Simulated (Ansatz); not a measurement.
**Be2Si (model cell, started as cuprite): relaxing the cell for a phonon run**

Wanted: the relaxed cell of Be2Si (model cell, started as cuprite).

Main program and level: Ansatz 0.2.0; DFT PBEsol, scalar-relativistic, plane waves, PAW.

The structure was built from a prototype and need not be the compound's stable phase.

### Step 1. The starting structure

Symmetry: Pn-3m, No. 224, cubic system. Conventional cell: a = 4.877 Å, b = 4.877 Å, c = 4.877 Å, α = 90.00°, β = 90.00°, γ = 90.00°. Si has 4 Be at 2.11 Å nearest. Be has 2 Si at 2.11 Å nearest. Farther neighbours are not listed.

Structure file:

```cif
data_structure
_symmetry_space_group_name_H-M 'P 1'
_symmetry_Int_Tables_number 1
_cell_length_a 4.8775
_cell_length_b 4.8775
_cell_length_c 4.8775
_cell_angle_alpha 90.000
_cell_angle_beta 90.000
_cell_angle_gamma 90.000
_cell_volume 116.03
loop_
_atom_site_label
_atom_site_type_symbol
_atom_site_fract_x
_atom_site_fract_y
_atom_site_fract_z
_atom_site_occupancy
Si1 Si 0.00000 0.00000 0.00000 1
Si2 Si 0.50000 0.50000 0.50000 1
Be3 Be 0.25000 0.25000 0.25000 1
Be4 Be 0.75000 0.75000 0.25000 1
Be5 Be 0.75000 0.25000 0.75000 1
Be6 Be 0.25000 0.75000 0.75000 1
```

### Step 2. Probe on a coarse mesh

First a cheap look: the gap decides the mesh and the occupations, the pressure tells how far the cell has to move.

Contents of input.yaml:

```yaml
crystal:
  lattice:
    - [4.87746, 0.0, 0.0]
    - [0.0, 4.87746, 0.0]
    - [0.0, 0.0, 4.87746]
  atoms:
    - { symbol: Si, position: [0.0, 0.0, 0.0] }
    - { symbol: Si, position: [0.5, 0.5, 0.5] }
    - { symbol: Be, position: [0.25, 0.25, 0.25] }
    - { symbol: Be, position: [0.75, 0.75, 0.25] }
    - { symbol: Be, position: [0.75, 0.25, 0.75] }
    - { symbol: Be, position: [0.25, 0.75, 0.75] }
kpoints:
  mp_grid: { grid: [4, 4, 4] }
hamiltonian:
  xc: pbesol
scf:
  occupations: { method: gaussian, width: 0.1 }
output:
  forces: true
  stress: true
  eigenvalues: true
```

On the command line:

```
$ ansatz run input.yaml --threads 8 --pin off --max-ram 14336MiB --backend cpu --events-out ev --progress --plain --runs-dir out
```

Numbers of over 12 decimals in the logs are rounded to 6 here.

Log:

```text
Engine: ansatz 0.2.0, aarch64-unknown-linux-gnu
Pseudopotentials: kind: paw
Pseudopotential: Si, paw, valence charge 4, recommended cutoff 420 eV (normal), Si.paw.azcp
Pseudopotential: Be, paw, valence charge 2, recommended cutoff 420 eV (normal), Be.paw.azcp
Functional definition: PBEsol
  exchange = pbesol_x
  correlation = pbesol_c
Crystal: 6 atoms, lattice volume = 116.033 Å³
[...]
k-point 0: bands = [... 4 lower, 0.3588, 1.8894, 1.8894, 1.8894, 2.1501, 2.1501, 5.5451, 6.8739, ... 2 higher]
  k-point 1: bands = [... 4 lower, 0.5639, 0.9486, 1.7014, 1.7014, 2.5186, 3.8557, 5.3472, 6.1812, ... 2 higher]
  k-point 2: bands = [... 4 lower, 0.9687, 0.9687, 1.2922, 1.2922, 3.6105, 3.6105, 6.1327, 6.1327, ... 2 higher]
  k-point 9: bands = [... 4 lower, -0.4283, -0.2997, -0.2997, -0.2997, 5.2133, 5.2133, 5.2133, 7.7899, ... 2 higher]
[key lines of the parts left out:]
SCF converged after 6 iterations
Free energy (F): -1598.202729 eV
Fermi energy:    2.030861 eV
P = ⅓ Tr σ = 1.6421 GPa (16.421 kbar)
```

The job ended after 0.81 s (8 threads of Arm Neoverse V2, shared host; peak memory 0.38 GiB; 2 s of CPU time).

A gap read on the k-mesh alone can miss the band edges.

Numbers from this step:

```
pressure           : 1.642 GPa
volume per atom    : 19.34 Å³
gap on the k-mesh  : 0.2607 eV
direct gap on mesh : 0.2607 eV
```

The coarse mesh shows a gap of 0.26 eV and a pressure of 1.6 GPa.

### Step 3. Relaxation

The cell and atoms are relaxed, since residual forces and stress would shift the frequencies.

input.yaml, the sections that differ from step 2:

```yaml
kpoints:
  mp_grid: { grid: [6, 6, 6] }
scf:
  occupations: { method: gaussian, width: 0.01 }
relax:
  adjacent_minimum: "off"
  f_tol: 0.005
  max_steps: 80
  cell: { stress_tol: 0.05 }
# crystal, hamiltonian, output: as in step 2
```

Log:

```text
[...]
Crystal: 6 atoms, lattice volume = 116.033 Å³
Basis set: ecut = 420 eV, 2301 PW (Γ), exchange–correlation on 72×72×72 points (8 copies of the dense FFT grid, shifted against one another)
Bands: 14, of which v1, the nominal top of the filled ones, is band 8 counted from 1 (7 counted from 0)
Symmetry: 48 space group operations
[...]
k-points: 20 of 216
[...]
SCF iter   1: F=—  HF=-1598.222640 eV  |F-HF|=—  |Δ(HF+E_count)|=         —  Δρ=3.48e-3  dr2=2.61e-2  ethr=1.77e-3  ⟨swp⟩=7.0  Hψ=2095  notcnv=0
[...]
SCF iter   6: F=-1598.215587 eV  HF=-1598.215587 eV  |F-HF|=8.30e-11  |Δ(HF+E_count)|=   1.64e-8  Δρ=4.91e-7  dr2=2.90e-10  ethr=3.24e-10  ⟨swp⟩=2.2  Hψ=928  notcnv=0
SCF 1 converged in 6 iterations: F = -1598.215587 eV  dr2 = 2.90e-10
[...]
relax step   1: F+E_penalty+E_count = -1598.21558690 eV  Δ(F+E_penalty+E_count) = +0.000e0 eV  max|allowed force component| = 6.553e-18 eV/Å  Δτ_max = 0.0000 Å  P = +1.577 GPa  Ω = 116.033 Å³  (6 SCF iters, dr2 threshold 1.00e-7 eV, accepted)
Crystal: 6 atoms, lattice volume = 118.297 Å³
Basis set: ecut = 420 eV, 2325 PW (Γ), exchange–correlation on 72×72×72 points (8 copies of the dense FFT grid, shifted against one another)
[...]
iter 1 solved again at ethr=1.57e-5 eV; its pass at ethr=3.10e-3 eV (dr2=2.51e-3 eV) is discarded
[...]
SCF iter   5: F=-1598.229938 eV  HF=-1598.229938 eV  |F-HF|=5.25e-10  |Δ(HF+E_count)|=   9.51e-8  Δρ=1.96e-6  dr2=3.74e-9  ethr=1.83e-9  ⟨swp⟩=2.0  Hψ=957  notcnv=0
SCF 2 converged in 5 iterations: F = -1598.229938 eV  dr2 = 3.74e-9
[...]
relax step   2: F+E_penalty+E_count = -1598.22993834 eV  Δ(F+E_penalty+E_count) = -1.435e-2 eV  max|allowed force component| = 5.532e-17 eV/Å  Δτ_max = 0.0000 Å  P = +0.503 GPa  Ω = 118.297 Å³  energy of the carried Pulay correction = -2.434e-4 eV  (5 SCF iters, dr2 threshold 6.00e-7 eV, accepted)
Crystal: 6 atoms, lattice volume = 119.390 Å³
[...]
SCF iter   4: F=-1598.231588 eV  HF=-1598.231588 eV  |F-HF|=1.39e-8  |Δ(HF+E_count)|=   7.33e-7  Δρ=5.76e-6  dr2=6.02e-8  ethr=3.75e-9  ⟨swp⟩=5.0  Hψ=1299  notcnv=0
SCF 3 converged in 4 iterations: F = -1598.231588 eV  dr2 = 6.02e-8
[...]
relax step   3: F+E_penalty+E_count = -1598.23158791 eV  Δ(F+E_penalty+E_count) = -1.650e-3 eV  max|allowed force component| = 2.756e-17 eV/Å  Δτ_max = 0.0000 Å  P = +0.018 GPa  Ω = 119.390 Å³  energy of the carried Pulay correction = -3.591e-4 eV  (4 SCF iters, dr2 threshold 6.00e-7 eV, accepted)
[...]
SCF iter   1: F=—  HF=-1598.232308 eV  |F-HF|=—  |Δ(HF+E_count)|=         —  Δρ=1.73e-5  dr2=7.56e-8  ethr=6.58e-7  ⟨swp⟩=3.0  Hψ=2853  notcnv=0
eigensolver tolerance schedule: the retry pair's looser diagonalisation over-reported the residual by 1391.26 of it (diagonalisation noise at 0.42 of the residual, at the tolerance the schedule requests for it); recorded, not acted on — ethr = c·dr2/N_el stays at c = 1.0e-1
[...]
SCF iter   2: F=—  HF=-1598.232029 eV  |F-HF|=—  |Δ(HF+E_count)|=   2.79e-4  Δρ=9.36e-6  dr2=2.71e-8  ethr=4.73e-10  ⟨swp⟩=2.3  Hψ=447  notcnv=0
[...]
SCF iter   5: F=-1598.232029 eV  HF=-1598.232029 eV  |F-HF|=4.55e-13  |Δ(HF+E_count)|=  1.16e-10  Δρ=3.41e-8  dr2=2.71e-13  ethr=1.00e-12  ⟨swp⟩=4.1  Hψ=870  notcnv=0
SCF 4 converged in 5 iterations: F = -1598.232029 eV  dr2 = 2.71e-13
relax step   4: F+E_penalty+E_count = -1598.23202874 eV  Δ(F+E_penalty+E_count) = -4.408e-4 eV  max|allowed force component| = 2.833e-17 eV/Å  Δτ_max = 0.0000 Å  P = +0.024 GPa  Ω = 119.390 Å³  stress off target by 2.40e-2 GPa  SCF on the basis re-selected at this cell (its energy is not comparable with the rows above)  (5 SCF iters)
basis re-selected at this cell: Δ(F+E_penalty+E_count) = -4.408e-4 eV, ΔP = +0.006 GPa vs the last step (what re-selecting the basis moved, of the pressure what is left beyond the Pulay correction that the steps carried, after the strain that the cell walked since its last selection, with what the two solves' SCF thresholds leave and, on support functions, any second-order correction that the steps lacked; it is no m [...]
SCF converged after 5 iterations
Free energy (F): -1598.232029 eV
[...]
Internal energy: -1598.232029 eV  (E = F + TS)
E sigma→0 (E₀):  -1598.232029 eV
Fermi energy:    1.881810 eV
[...]
--- Stress (GPa, compression-positive) ---
        0.024025       0.000000      -0.000000
        0.000000       0.024025      -0.000000
       -0.000000      -0.000000       0.024025
  P = ⅓ Tr σ = 0.0240 GPa (0.240 kbar)
--- Band table (eV; the first three rows and the last of 20) ---
  k-point 0: bands = [... 4 lower, 0.1964, 1.7218, 1.7218, 1.7218, 2.0417, 2.0417, 5.2218, 6.6487, ... 2 higher]
  k-point 1: bands = [... 4 lower, 0.2874, 1.2279, 1.6405, 1.6405, 2.2023, 2.9229, 5.7876, 5.8110, ... 2 higher]
  k-point 2: bands = [... 4 lower, 0.5371, 0.5371, 1.3950, 1.3950, 2.6818, 4.4794, 4.5464, 5.8729, ... 2 higher]
  k-point 19: bands = [... 4 lower, -0.5691, -0.3855, -0.3855, -0.3855, 5.0025, 5.0025, 5.0025, 7.5452, ... 2 higher]
--- Relaxed structure (3 steps of the walk, 3 accepted, 1 SCFs on fresh bases) ---
  F+E_penalty+E_count = -1598.23202874 eV   max|allowed force component| = 2.833e-17 eV/Å   (the final SCF, on the basis selected at the relaxed cell)
  cell:  # Å, volume = 119.3896 Å³
    - [4.924047, 0, 0]
    - [0, 4.924047, 0.0]
    - [0, 0.0, 4.924047]
  atoms:
    - { symbol: Si, position: [0, 0, 0] }
    - { symbol: Si, position: [0.5, 0.5, 0.5] }
    - { symbol: Be, position: [0.25, 0.25, 0.25] }
    - { symbol: Be, position: [0.75, 0.75, 0.25] }
    - { symbol: Be, position: [0.75, 0.25, 0.75] }
    - { symbol: Be, position: [0.25, 0.75, 0.75] }
```

Run time: 1.5 s. Hardware: 8 threads; peak memory 0.47 GiB.

Relaxation path:

```tsv
step	energy less that of the first step (eV)	largest force component (eV/Å)	pressure (GPa)	volume (Å³)
1	0.0000	0.0000	1.58	116.03
2	-0.0144	0.0000	0.50	118.30
3	-0.0160	0.0000	0.02	119.39
4*	-0.0164	0.0000	0.02	119.39
```

Relaxation steps marked * repeat the geometry before them on a plane-wave basis chosen anew for their cell, so energy and pressure can jump there.

Forces are held to the 48 operations that the run works with; a distortion that breaks them can't arise in this run.

```tsv
conventional cell, symmetrised	before	after	change
a (Å)	4.877	4.924	+1.0 %
b (Å)	4.877	4.924	+1.0 %
c (Å)	4.877	4.924	+1.0 %
volume (Å³/atom)	19.34	19.90	+2.9 %
```

Final coordinates:

```
Si Be
1.0
     4.92405    0.00000    0.00000
     0.00000    4.92405    0.00000
     0.00000    0.00000    4.92405
Si Be
2 4
Cartesian
  0.0000 0.0000 0.0000
  2.4620 2.4620 2.4620
  1.2310 1.2310 1.2310
  3.6930 3.6930 1.2310
  3.6930 1.2310 3.6930
  1.2310 3.6930 3.6930
```

This step gave:

```yaml
pressure: 0.02403 GPa
gap_on_the_k_mesh: 0.3199 eV
volume_per_atom: 19.90 Å³
direct_gap_on_mesh: 0.3199 eV
```

In this step the volume went from 19.34 to 19.90 Å³/atom.

### Step 4. Tight relaxation

Phonons need a cell at rest on their own settings, so the relaxation is repeated with tight tolerances on forces and stress on the k mesh and occupations of the first response run.

Changes to input.yaml since step 3:

```diff
@@ -2,5 +2,5 @@
   lattice:
-    - [4.87746, 0.0, 0.0]
-    - [0.0, 4.87746, 0.0]
-    - [0.0, 0.0, 4.87746]
+    - [4.924046699, 0.0, 0.0]
+    - [0.0, 4.924046699, 0.0]
+    - [0.0, 0.0, 4.924046699]
   atoms:
@@ -17,3 +17,3 @@
 scf:
-  occupations: { method: gaussian, width: 0.01 }
+  occupations: { method: fixed }
 output:
@@ -24,4 +24,4 @@
   adjacent_minimum: "off"
-  f_tol: 0.005
-  max_steps: 80
-  cell: { stress_tol: 0.05 }
+  f_tol: 0.001
+  max_steps: 60
+  cell: { stress_tol: 0.01 }
```

Log:

```text
[...]
Crystal: 6 atoms, lattice volume = 119.390 Å³
Basis set: ecut = 420 eV, 2325 PW (Γ), exchange–correlation on 72×72×72 points (8 copies of the dense FFT grid, shifted against one another)
Bands: 14, of which v1, the nominal top of the filled ones, is band 8 counted from 1 (7 counted from 0)
[... 1 set-up line as in the run before ...]
[...]
k-points: 20 of 216
[...]
cell:  # Å, volume = 119.4279 Å³
    - [4.924574, 0.0, 0]
    - [0.0, 4.924574, 0.0]
    - [0, 0.0, 4.924574]
  atoms:
    - { symbol: Si, position: [0, 0, 0] }
    - { symbol: Si, position: [0.5, 0.5, 0.5] }
    - { symbol: Be, position: [0.25, 0.25, 0.25] }
    - { symbol: Be, position: [0.750000, 0.750000, 0.25] }
    - { symbol: Be, position: [0.750000, 0.25, 0.750000] }
    - { symbol: Be, position: [0.25, 0.750000, 0.750000] }
[key lines of the parts left out:]
SCF converged after 6 iterations
Free energy (F): -1598.232029 eV
Fermi energy:    1.719951 eV
P = ⅓ Tr σ = 0.0074 GPa (0.074 kbar)
```

Run time: 1.2 s. Hardware: 8 threads; peak memory 0.46 GiB.

Little changed from the start: no atom moved by 0.005 Å and no cell edge by 0.1 %.

This step gave:

- pressure: 0.007399 GPa
- gap on the k-mesh: 0.3206 eV
- direct gap on mesh: 0.3206 eV

The forces vanish by symmetry and the pressure is 0.007 GPa, within the tolerances set. The cell now holds 19.90 Å³/atom.

### Step 5. Summary of results

```json
{
  "space group after relaxation (within 0.01 Å)": "Pn-3m",
  "lattice constant a": "4.925 Å",
  "lattice constant b": "4.925 Å",
  "lattice constant c": "4.925 Å",
  "volume per atom": "19.9 Å³",
  "gap on the k-mesh": "0.321 eV"
}
```

**Reading.** The forces vanish by symmetry and the pressure is 0.007 GPa, within the tolerances set. The cell now holds 19.90 Å³/atom. The relaxation keeps the symmetry of its start, so it says nothing on stability against lower symmetry. The starting cell was built on a prototype and not taken from a measurement, so the phase need not exist.

[Logs are printed without paths, hosts, clocks, repeated set-up lines and the standing remarks that a program may print on its own settings, such as how far it seeks lower states.]

[Hosts, paths, dates, database ids (printed as entryN), source tags and the programs' standing remarks are cut or masked in the printed files.]
